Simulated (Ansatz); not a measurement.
# W (Im-3m): phonon-mediated transition temperature, part 2 of 3

What Tc do the phonons of W (Im-3m) give, and how does it depend on μ*? The cell shown first is a relaxed one, from steps not shown here.

Ansatz 0.2.0; DFT PBE, scalar-relativistic, plane waves, PAW.

So far, log mean phonon energy ħω_log (meV): step 2 (electron–phonon run: q 3×3×3, k 9×9×9, scattering 16×16×16) 18.4.

## Step 3: Coupling and resistivity: q 4×4×4, k 12×12×12, scattering 20×20×20

The next rung changes the q mesh, which sets the reach of the force constants and couplings; the k mesh of the density and its response; the scattering mesh, which samples the Fermi surface.

Input file input.yaml:

```yaml
crystal:
  lattice:
    - [-1.592603731, 1.592603731, 1.592603731]
    - [1.592603731, -1.592603731, 1.592603731]
    - [1.592603731, 1.592603731, -1.592603731]
  atoms:
    - { symbol: W, position: [0.0, 0.0, 0.0] }
kpoints:
  mp_grid: { grid: [12, 12, 12] }
hamiltonian:
  xc: pbe
scf:
  occupations: { method: methfessel_paxton, width: 0.2 }
output:
  eigenvalues: true
phonons:
  method: dfpt
  qmesh: [4, 4, 4]
  temperatures: { t_max: 1000, t_step: 50 }
  qpath:
    path:
      - [[0.0, 0.0, 0.0], [0.5, -0.5, 0.5], [0.0, 0.0, 0.5], [0.0, 0.0, 0.0], [0.25, 0.25, 0.25], [0.5, -0.5, 0.5]]
      - [[0.25, 0.25, 0.25], [0.0, 0.0, 0.5]]
    npoints: 10
  electrical_resistivity:
    mesh: [20, 20, 20]
    temperatures: [20.0, 50.0, 80.0, 100.0, 150.0, 200.0, 273.0, 300.0, 400.0, 500.0, 600.0, 800.0]
  superconductivity: { mesh: [20, 20, 20] }
```

Started as:

```bash
ansatz run input.yaml --threads 4 --pin off --max-ram 10240MiB --backend cpu --events-out ev --progress --plain --runs-dir out
```

Numbers of over 12 decimals in the logs are rounded to 6 here.

The program printed:

```text
[...]
Crystal: 1 atoms, lattice volume = 16.158 Å³
Basis set: ecut = 420 eV, 321 PW (Γ), exchange–correlation on 40×40×40 points (8 copies of the dense FFT grid, shifted against one another)
Bands: 11, of which v1, the nominal top of the filled ones, is band 7 counted from 1 (6 counted from 0)
Symmetry: 48 space group operations
k-points: 72 of 1728
[...]
SCF iter   1: F=—  HF=-10384.823952 eV  |F-HF|=—  |Δ(HF+E_count)|=         —  Δρ=1.64e-3  dr2=9.42e-5  ethr=1.77e-3  ⟨swp⟩=5.0  Hψ=4202  notcnv=0
[...]
SCF iter   8: F=-10384.823681 eV  HF=-10384.823681 eV  |F-HF|=5.46e-12  |Δ(HF+E_count)|=  9.28e-11  S|Δr|=    0.00e0  Δρ=1.82e-7  dr2=4.33e-12  ethr=1.00e-12  ⟨swp⟩=4.3  Hψ=3714  notcnv=0
SCF 1 converged in 8 iterations: F = -10384.823681 eV  dr2 = 4.33e-12
[...]
NSCF: frozen V_eff on 72 k-points
[...]
SCF iter   1: F=—  HF=-10384.823952 eV  |F-HF|=—  |Δ(HF+E_count)|=         —  Δρ=1.64e-3  dr2=9.42e-5  ethr=1.77e-3  ⟨swp⟩=5.0  Hψ=4202  notcnv=0
[...]
SCF iter   8: F=-10384.823681 eV  HF=-10384.823681 eV  |F-HF|=7.28e-12  |Δ(HF+E_count)|=  9.28e-11  S|Δr|=    0.00e0  Δρ=1.83e-7  dr2=4.35e-12  ethr=1.00e-12  ⟨swp⟩=1.9  Hψ=2341  notcnv=0
SCF 2 converged in 8 iterations: F = -10384.823681 eV  dr2 = 4.35e-12
[...]
SCF converged after 8 iterations
[...]
Free energy (F): -10384.823681 eV
[...]
Internal energy: -10384.822915 eV  (E = F + TS)
E sigma→0 (E₀):  -10384.823489 eV
Entropy (-TS):   -0.000766 eV (-0.766 meV/atom)
Fermi energy:    22.039552 eV
[...]
--- Band table (eV; the first three rows and the last of 72) ---
  k-point 0: bands = [... 3 lower, -15.6281, 12.6134, 20.9274, 20.9274, 20.9274, 24.3401, 24.3401, 36.6042]
  k-point 1: bands = [... 3 lower, -15.6285, 12.9394, 20.7333, 20.8781, 21.2444, 24.0501, 24.3452, 36.8685]
  k-point 2: bands = [... 3 lower, -15.6296, 13.8335, 20.2440, 20.6341, 22.1711, 23.6641, 24.3907, 37.2995]
  k-point 71: bands = [... 3 lower, -16.4793, 16.4496, 16.4496, 27.1551, 27.1551, 27.1551, 30.2295, 30.2295]
[...]
ASR residual: 1.593e-4 → 0.000e0 eV/Å²; symmetrization residual: 2.897e-13 eV/Å²
  ASR residual per site (eV/Å²): 1.59e-4
  Γ frequencies (cm⁻¹): 0.00 0.00 0.00
--- Phonons (arbitrary-q DFPT): 8 irreducible q on the 4×4×4 mesh ---
[...]
interpolated dispersion: 62 rows × 3 modes
[...]
--- Electrical resistivity: potentials and phonons of a 4×4×4 supercell ---
[...]
at the Fermi level of each mesh (of a tensor a third of its trace):
[...]
20×20×20                     0.2156              7.3969    0.2929    0.2887          18.634
       10×10×10                     0.2365              7.4711    0.3393    0.3190          18.814
          5×5×5                     0.2412              6.5640    0.3285    0.3031          19.362
  resistivity on the deck's mesh, µΩ·cm:
[...]
20.00     2.2107e-3              no     2.2107e-3     2.2107e-3     2.2107e-3       4.3382e-3         3.5504e-3
     50.00     1.8033e-1              no     1.8033e-1     1.8033e-1     1.8033e-1       2.6432e-1         1.9745e-1
     80.00     7.6147e-1              no     7.6147e-1     7.6147e-1     7.6147e-1       9.1804e-1         8.1488e-1
    100.00      1.2443e0              no      1.2443e0      1.2443e0      1.2443e0        1.4135e0          1.3227e0
    150.00      2.4551e0              no      2.4551e0      2.4551e0      2.4551e0        2.6440e0          2.5905e0
    200.00      3.5956e0              no      3.5956e0      3.5956e0      3.5956e0        3.8254e0          3.7837e0
    273.00      5.1770e0              no      5.1770e0      5.1770e0      5.1770e0        5.4940e0          5.4387e0
    300.00      5.7471e0              no      5.7471e0      5.7471e0      5.7471e0        6.1021e0          6.0354e0
    400.00      7.8188e0              no      7.8188e0      7.8188e0      7.8188e0        8.3382e0          8.2044e0
    500.00      9.8513e0              no      9.8513e0      9.8513e0      9.8513e0        1.0572e1          1.0332e1
    600.00      1.1857e1              no      1.1857e1      1.1857e1      1.1857e1        1.2819e1          1.2431e1
    800.00      1.5803e1              no      1.5803e1      1.5803e1      1.5803e1        1.7358e1          1.6555e1
[...]
vibrations of 64 cells: unjudged by the run; compare a larger repeat
[...]
--- Superconductivity: potentials and phonons of a 4×4×4 supercell ---
           mesh         λ    ħω_log (meV)  μ* declared at (meV)
       20×20×20    0.2929          18.634               19.604
       10×10×10    0.3393          18.814               19.656
          5×5×5    0.3285          19.362               20.005
  λ by the species' shares of the modes' patterns: W 0.2929
[...]
0.08      0.205         0.207         0.197         0.197         0.271         0.271          0.271
      0.10      0.082         0.083    none_found    none_found         0.123         0.123          0.123
      0.12      0.025         0.025    none_found    none_found    none_found    none_found     none_found
      0.13      0.012         0.012    none_found    none_found    none_found    none_found     none_found
      0.14      0.005         0.005    none_found    none_found    none_found    none_found     none_found
      0.16      0.000         0.000    none_found    none_found    none_found    none_found     none_found
      0.20      0.000         0.000    none_found    none_found    none_found    none_found     none_found
  none_found: no transition down to 0.1 K
[...]
not converged in the mesh (λ, the transition temperature): between neighbouring meshes, the two finest first, λ moves by 15.84 % and 3.20 % and the anisotropic transition temperature over the full bandwidth at μ* = 0.13 by (not known) and (not known); converged means that the two finest part by at most 2.00 % and 5.00 %
  vibrations of 64 cells: unjudged by the run; compare a larger repeat
[...]
```

It took 2.2 min on 4 threads of Arm Neoverse V2, shared host; peak memory 3.3 GiB; 8.4 min of CPU time.

Numbers from this step:

| Property | Result |
| --- | --- |
| zero point energy | 0.02910 eV/cell |
| highest frequency, solved or plainly interpolated | 217.5 cm⁻¹ |
| Debye temperature (second moment) | 298 K |
| resistivity at 300 K | 5.747 μΩ cm |
| coupling constant λ | 0.2929 |
| density of states at the Fermi level | 0.2156 states/eV a spin and cell |
| log mean phonon energy ħω_log | 18.63 meV |
| transport coupling constant λ_tr | 0.2887, 0.2887, 0.2887 (xx, yy, zz) |
| Drude plasma energy | 7.397, 7.397, 7.397 eV (xx, yy, zz) |
| resistivity times mean free path | 8.485, 8.485, 8.485 × 10⁻¹⁶ Ω m² (xx, yy, zz) |
| second-moment phonon energy ħω₂ | 19.60 meV |
| coupling λ by branch | 0.122, 0.0946, 0.0764 (branches by rank of frequency) |

An empty cell: under 1 mK by a formula, or no transition down to the floor of the Eliashberg search. Transition temperatures:

```
  μ*  McMillan Tc (K)  Allen–Dynes Tc (K)  isotropic Fermi-surface Tc (K)  isotropic full bandwidth Tc (K)  anisotropic Fermi-surface Tc (K)  anisotropic full bandwidth Tc (K)  anisotropic narrow window Tc (K)
0.08            0.205               0.207                           0.197                            0.197                             0.271                              0.271                             0.271
 0.1           0.0821              0.0828                               -                                -                             0.123                              0.123                             0.123
0.12           0.0246              0.0248                               -                                -                                 -                                  -                                 -
0.13           0.0116              0.0117                               -                                -                                 -                                  -                                 -
0.14          0.00474             0.00477                               -                                -                                 -                                  -                                 -
0.16                -                   -                               -                                -                                 -                                  -                                 -
 0.2                -                   -                               -                                -                                 -                                  -                                 -
```

[end of part 2 of 3]

[Logs are printed without paths, hosts, clocks, repeated set-up lines and the standing remarks that a program may print on its own settings, such as how far it seeks lower states.]

[Hosts, paths, dates, database ids (printed as entryN), source tags and the programs' standing remarks are cut or masked in the printed files.]
